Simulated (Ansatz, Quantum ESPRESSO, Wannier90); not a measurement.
# Ballistic channels from Wannier functions: armchair graphene ribbon, 5 dimer lines, part 4 of 5

How many channels does the wire offer, and does a small Wannier basis get them right? The wire: armchair graphene ribbon, 5 dimer lines.

Quantum ESPRESSO 7.5 and Wannier90 3.1.0; plane-wave DFT, PBE, GBRV ultrasoft pseudopotentials; cross-check by Ansatz 0.2.0 with PAW datasets.

So far. Step 6 (Wannier functions and transport): Disentanglement stopped at its cap on iterations, so these spreads are not final. Step 6 (Wannier functions and transport): At least 1 of the functions sits far from every atom, off the bonds: the outer window has let in states of the vacuum, so the basis is not the atomic one that was projected.

## 9. Wannier functions and transport, with dist_cutoff = 9.37

Level of this step: maximally localised Wannier functions and ballistic conductance; plane-wave DFT, PBE, GBRV ultrasoft pseudopotentials (Wannier90).

A sensitivity test on the input.

wan_w.win

```
num_wann = 10
num_bands = 38
num_iter = 200
num_print_cycles = 20
conv_tol = 1e-8
conv_window = 5
guiding_centres = true
dis_num_iter = 1500
dis_conv_tol = 1e-8
dis_win_min = -10.9982
dis_win_max = 10.0018
dis_froz_max = -1.1982
dis_froz_min = -3.9982
search_shells = 120
fermi_energy = -1.9982

transport = true
transport_mode = bulk
one_dim_axis = z
dist_cutoff = 9.37
dist_cutoff_mode = one_dim
tran_win_min = -4.0
tran_win_max = 2.0
tran_energy_step = 0.02

bands_plot = true
bands_num_points = 96
begin kpoint_path
G 0.0 0.0 0.0 Z 0.0 0.0 0.5
end kpoint_path

begin projections
C:py
end projections

begin unit_cell_cart
ang
  14.8069596737 0.0000000000 0.0000000000
  0.0000000000 9.0000000000 0.0000000000
  0.0000000000 0.0000000000 4.2600000000
end unit_cell_cart

begin atoms_frac
  C  -0.0830525710 0.0000000000 0.0000000000
  C  0.0830525710 0.0000000000 0.0000000000
  H  -0.2298567640 0.0000000000 0.0387323944
  H  0.2298567640 0.0000000000 0.0387323944
  C  -0.1661051430 0.0000000000 0.1666666667
  C  0.0000000000 0.0000000000 0.1666666667
  C  0.1661051430 0.0000000000 0.1666666667
  C  -0.1661051430 0.0000000000 0.5000000000
  C  0.0000000000 0.0000000000 0.5000000000
  C  0.1661051430 0.0000000000 0.5000000000
  H  -0.2298567640 0.0000000000 0.6279342723
  H  0.2298567640 0.0000000000 0.6279342723
  C  -0.0830525710 0.0000000000 0.6666666667
  C  0.0830525710 0.0000000000 0.6666666667
end atoms_frac

mp_grid = 1 1 8
begin kpoints
  0.0 0.0 0.0000000000
  0.0 0.0 0.1250000000
  0.0 0.0 0.2500000000
  0.0 0.0 0.3750000000
  0.0 0.0 0.5000000000
  0.0 0.0 0.6250000000
  0.0 0.0 0.7500000000
  0.0 0.0 0.8750000000
end kpoints
```

Started as:

```sh
OMP_NUM_THREADS=1 wannier90.x wan_w > wan_w.run.log
```

Log:

```text
[banner, memory and clock lines left out]
+---------------------------------------------------+
             |                                                   |
             |                   WANNIER90                       |
             |                                                   |
             +---------------------------------------------------+
             |                                                   |
             |        Welcome to the Maximally-Localized         |
             |        Generalized Wannier Functions code         |
             |                             |
             |                                                   |
             |                                                   |
             |  Wannier90 Developer Group:                       |
             |    Giovanni Pizzi    (EPFL)                       |
             |    Valerio Vitale    (Cambridge)                  |
             |    David Vanderbilt  (Rutgers University)         |
             |    Nicola Marzari    (EPFL)                       |
             |    Ivo Souza         (Universidad del Pais Vasco) |
             |    Arash A. Mostofi  (Imperial College London)    |
             |    Jonathan R. Yates (University of Oxford)       |
             |                                                   |
             |  For the full list of Wannier90 3.x authors,      |
             |  please check the code documentation and the      |
             |  README on the GitHub page of the code            |
             |                                                   |
             |                                                   |
             |                                                   |
             |  [ref] "Wannier90 as a community code:            |
             |        new features and applications",            |
             |        165902 (2020).                             |
             |            |
             |                                                   |
             |  in any publications arising from the use of      |
             |                                                   |
             |  [ref] "Maximally Localized Generalised Wannier   |
             |         Functions for Composite Energy Bands"     |
             |         N. Marzari and D. Vanderbilt              |
             |         Phys. Rev. B 56 12847 (1997)              |
             |                                                   |
             |  [ref] "Maximally Localized Wannier Functions     |
             |         for Entangled Energy Bands"               |
             |         I. Souza, N. Marzari and D. Vanderbilt    |
             |         Phys. Rev. B 65 035109 (2001)             |
             |                                                   |
             |                                                   |
             | Copyright (c) 1996-2020                           |
             |        The Wannier90 Developer Group and          |
             |        individual contributors                    |
             |                                                   |
             |      Release: 3.1.0        5th March    2020      |
             |                                                   |
             | This program is free software; you can            |
             | redistribute it and/or modify it under the terms  |
             | of the GNU General Public License as published by |
             | the Free Software Foundation; either version 2 of |
             | the License, or (at your option) any later version|
             |                                                   |
             | This program is distributed in the hope that it   |
             | will be useful, but WITHOUT ANY WARRANTY; without |
             | even the implied warranty of MERCHANTABILITY or   |
             | FITNESS FOR A PARTICULAR PURPOSE. See the GNU     |
             | General Public License for more details.          |
             |                                                   |
             | You should have received a copy of the GNU General|
             | Public License along with this program; if not,   |
             | write to the Free Software Foundation, Inc.,      |
             | 675 Mass Ave, Cambridge, MA 02139, USA.           |
             |                                                   |
             +---------------------------------------------------+
[date or host left out]
             +---------------------------------------------------+

 ******************************************************************************
 * -> Using CODATA 2006 constant values                                       *
 *    (                      *
 * -> Using Bohr value from CODATA                                            *
 ******************************************************************************

 Running in serial (with parallel executable)

                                    ------
                                    SYSTEM
                                    ------

                              Lattice Vectors (Ang)
                    a_1    14.806960   0.000000   0.000000
                    a_2     0.000000   9.000000   0.000000
                    a_3     0.000000   0.000000   4.260000

                   Unit Cell Volume:     567.69883  (Ang^3)

                        Reciprocal-Space Vectors (Ang^-1)
                    b_1     0.424340   0.000000   0.000000
                    b_2     0.000000   0.698132   0.000000
                    b_3     0.000000   0.000000   1.474926

 *----------------------------------------------------------------------------*
 |   Site       Fractional Coordinate          Cartesian Coordinate (Ang)     |
 +----------------------------------------------------------------------------+
 | C    1  -0.08305   0.00000   0.00000   |   -1.22976   0.00000   0.00000    |
 | C    2   0.08305   0.00000   0.00000   |    1.22976   0.00000   0.00000    |
 | C    3  -0.16611   0.00000   0.16667   |   -2.45951   0.00000   0.71000    |
 | C    4   0.00000   0.00000   0.16667   |    0.00000   0.00000   0.71000    |
 | C    5   0.16611   0.00000   0.16667   |    2.45951   0.00000   0.71000    |
 | C    6  -0.16611   0.00000   0.50000   |   -2.45951   0.00000   2.13000    |
 | C    7   0.00000   0.00000   0.50000   |    0.00000   0.00000   2.13000    |
 | C    8   0.16611   0.00000   0.50000   |    2.45951   0.00000   2.13000    |
 | C    9  -0.08305   0.00000   0.66667   |   -1.22976   0.00000   2.84000    |
[...]
Sum of centres and spreads (  0.010389,  1.415595, 14.263133 )    25.03215461

     20    -0.219E+00     1.6754218590       25.0321546079       5.68  <-- CONV
        O_D=      0.1670294 O_OD=      4.7145358 O_TOT=     25.0321546 <-- SPRD
 Delta: O_D=  0.9786133E-01 O_OD= -0.3171940E+00 O_TOT= -0.2193326E+00 <-- DLTA
 Cycle:     40
[...]
Sum of centres and spreads (  0.010318,  3.192805, 14.266132 )    23.01654217

     40    -0.505E-03     0.1026560897       23.0165421712       5.70  <-- CONV
        O_D=      0.0736349 O_OD=      2.7923179 O_TOT=     23.0165422 <-- SPRD
 Delta: O_D=  0.2585416E-03 O_OD= -0.7633311E-03 O_TOT= -0.5047895E-03 <-- DLTA
 Cycle:     60
[...]
Sum of centres and spreads (  0.010206,  3.198042, 14.264348 )    23.01506435

     60    -0.408E-05     0.0084186147       23.0150643463       5.73  <-- CONV
        O_D=      0.0745206 O_OD=      2.7899543 O_TOT=     23.0150643 <-- SPRD
 Delta: O_D=  0.1373516E-04 O_OD= -0.1781549E-04 O_TOT= -0.4080330E-05 <-- DLTA
 Cycle:     80
[...]
Sum of centres and spreads (  0.010135,  3.198057, 14.264120 )    23.01504716

     80    -0.835E-07     0.0011478919       23.0150471577       5.75  <-- CONV
        O_D=      0.0745605 O_OD=      2.7898972 O_TOT=     23.0150472 <-- SPRD
 Delta: O_D=  0.1418437E-05 O_OD= -0.1501939E-05 O_TOT= -0.8350137E-07 <-- DLTA
 Cycle:    100
[...]
Sum of centres and spreads (  0.010064,  3.198043, 14.264116 )    23.01504619

    100    -0.436E-07     0.0008979436       23.0150461950       5.78  <-- CONV
        O_D=      0.0745488 O_OD=      2.7899080 O_TOT=     23.0150462 <-- SPRD
 Delta: O_D=  0.1699023E-05 O_OD= -0.1742616E-05 O_TOT= -0.4359289E-07 <-- DLTA

 Writing checkpoint file wan_w.chk... done

 Cycle:    120
[...]
Sum of centres and spreads (  0.009989,  3.198044, 14.264114 )    23.01504538

    120    -0.390E-07     0.0007565201       23.0150453803       5.80  <-- CONV
        O_D=      0.0745487 O_OD=      2.7899072 O_TOT=     23.0150454 <-- SPRD
 Delta: O_D=  0.3416898E-05 O_OD= -0.3455927E-05 O_TOT= -0.3902810E-07 <-- DLTA
 Cycle:    140
[...]
Sum of centres and spreads (  0.009903,  3.198060, 14.264098 )    23.01504447

    140    -0.489E-07     0.0008146978       23.0150444690       5.82  <-- CONV
        O_D=      0.0745561 O_OD=      2.7898989 O_TOT=     23.0150445 <-- SPRD
 Delta: O_D=  0.2826469E-05 O_OD= -0.2875381E-05 O_TOT= -0.4891185E-07 <-- DLTA
 Cycle:    160
[...]
Sum of centres and spreads (  0.009825,  3.198040, 14.264113 )    23.01504350

    160    -0.528E-07     0.0009698337       23.0150434978       5.86  <-- CONV
        O_D=      0.0745490 O_OD=      2.7899051 O_TOT=     23.0150435 <-- SPRD
 Delta: O_D= -0.4625883E-06 O_OD=  0.4097582E-06 O_TOT= -0.5283009E-07 <-- DLTA
 Cycle:    180
[...]
Sum of centres and spreads (  0.009743,  3.198042, 14.264112 )    23.01504250

    180    -0.491E-07     0.0008533131       23.0150425049       5.88  <-- CONV
        O_D=      0.0745491 O_OD=      2.7899040 O_TOT=     23.0150425 <-- SPRD
 Delta: O_D=  0.3439466E-05 O_OD= -0.3488564E-05 O_TOT= -0.4909860E-07 <-- DLTA
 Cycle:    200
[...]
Sum of centres and spreads (  0.009650,  3.198064, 14.264092 )    23.01504140

    200    -0.582E-07     0.0008978066       23.0150413962       5.91  <-- CONV
        O_D=      0.0745556 O_OD=      2.7898963 O_TOT=     23.0150414 <-- SPRD
 Delta: O_D=  0.2880546E-05 O_OD= -0.2938762E-05 O_TOT= -0.5821624E-07 <-- DLTA

 Writing checkpoint file wan_w.chk... done

 Final State
[...]
WF centre and spread    3  ( -2.466729, -0.000610,  0.644429 )     1.45508268
  WF centre and spread    4  (  0.003930, -0.010491,  0.514220 )     2.67061291
  WF centre and spread    5  (  2.466684, -0.000655,  0.644328 )     1.45473223
  WF centre and spread    6  ( -2.461176, -0.000825,  2.195387 )     1.40697633
  WF centre and spread    7  (  0.010280,  3.236935,  3.551124 )     6.19221889
  WF centre and spread    8  (  2.461131, -0.000879,  2.195493 )     1.40670168
  WF centre and spread    9  ( -0.701182, -0.005465,  2.581536 )     1.82789847
  WF centre and spread   10  (  0.694705, -0.005457,  2.576154 )     1.83508726
  Sum of centres and spreads (  0.009650,  3.198064, 14.264092 )    23.01504140

         Spreads (Ang^2)       Omega I      =    20.150589456
        ================       Omega D      =     0.074555623
                               Omega OD     =     2.789896318
    Final Spread (Ang^2)       Omega Total  =    23.015041396
 Time for wannierise            0.223 (sec)

 Writing checkpoint file wan_w.chk... done

 *---------------------------------------------------------------------------*
 |                               PLOTTING                                    |
 *---------------------------------------------------------------------------*

 Translated centres
    translation centre in fractional coordinate:  0.000000  0.000000  0.333333
  WF centre     1  ( -1.085986, -0.007178, -0.315233 )
  WF centre     2  (  1.087992, -0.007311, -0.323347 )
  WF centre     3  ( -2.466729, -0.000610,  0.644429 )
  WF centre     4  (  0.003930, -0.010491,  0.514220 )
  WF centre     5  (  2.466684, -0.000655,  0.644328 )
  WF centre     6  ( -2.461176, -0.000825,  2.195387 )
  WF centre     7  (  0.010280,  3.236935, -0.708876 )
  WF centre     8  (  2.461131, -0.000879,  2.195493 )
  WF centre     9  ( -0.701182, -0.005465,  2.581536 )
  WF centre    10  (  0.694705, -0.005457,  2.576154 )

 Calculating interpolated band-structure

 Time to calculate interpolated band structure       0.015 (sec)

 Time for plotting              0.019 (sec)

 *---------------------------------------------------------------------------*
 |                              TRANSPORT                                    |
 *---------------------------------------------------------------------------*

 Calculation of Quantum Conductance and DoS: bulk mode

 Maximum imaginary part of the real-space Hamiltonian:     0.008839

     Maximum real part of the real-space Hamiltonian at each lattice point
            Lattice point R           Max |H_ij(R)|
                  -5                     0.000000
                  -4                     0.000000
                  -3                     0.000000
                  -2                     0.106612
                  -1                     2.248281
                   0                     3.236825
                   1                     2.248281
                   2                     0.106612
                   3                     0.000000
                   4                     0.000000
                   5                     0.000000

 Number of unit cells inside the principal layer:     2
 Number of Wannier Functions inside the principal layer:    20

 Calculating quantum conductance and density of states... done

 Time for transport             0.380 (sec)
 Total Execution Time           5.725 (sec)

 *===========================================================================*
 |                             TIMING INFORMATION                            |
 *===========================================================================*
 |    Tag                                                Ncalls      Time (s)|
 |---------------------------------------------------------------------------|
 |kmesh: get                                        :         1         0.018|
 |overlap: allocate                                 :         1         0.000|
 |overlap: read                                     :         1         0.076|
 |dis: main                                         :         1         5.002|
 |wann: main                                        :         1         0.223|
 |plot: main                                        :         1         0.018|
 |tran: main                                        :         1         0.380|
 *---------------------------------------------------------------------------*

 All done: wannier90 exiting
[key lines of the parts left out:]
|  Fermi energy (eV)                         :            -1.998             |
```

It took 7 s on 1 MPI rank of Arm Neoverse N1, shared host; peak memory 0.09 GiB.

The total spread is 23.0 against 23.0 Å². Between −2 and 0.8 eV the channel count differs from the first run's at 1 % of the energies, and at the Fermi level it is 0 against 0. Spreads don't depend on this cutoff; only the transport does.

[end of part 4 of 5]

[Logs are printed without paths, hosts, clocks, repeated set-up lines and the standing remarks that a program may print on its own settings, such as how far it seeks lower states.]

[Hosts, paths, dates, database ids (printed as entryN), source tags and the programs' standing remarks are cut or masked in the printed files.]

[Maps of the electrostatic potential energy from Ansatz leave out the sawtooth potential of an applied field or a dipole correction, so their vacuum need not be flat; planar profiles and work functions include it.]
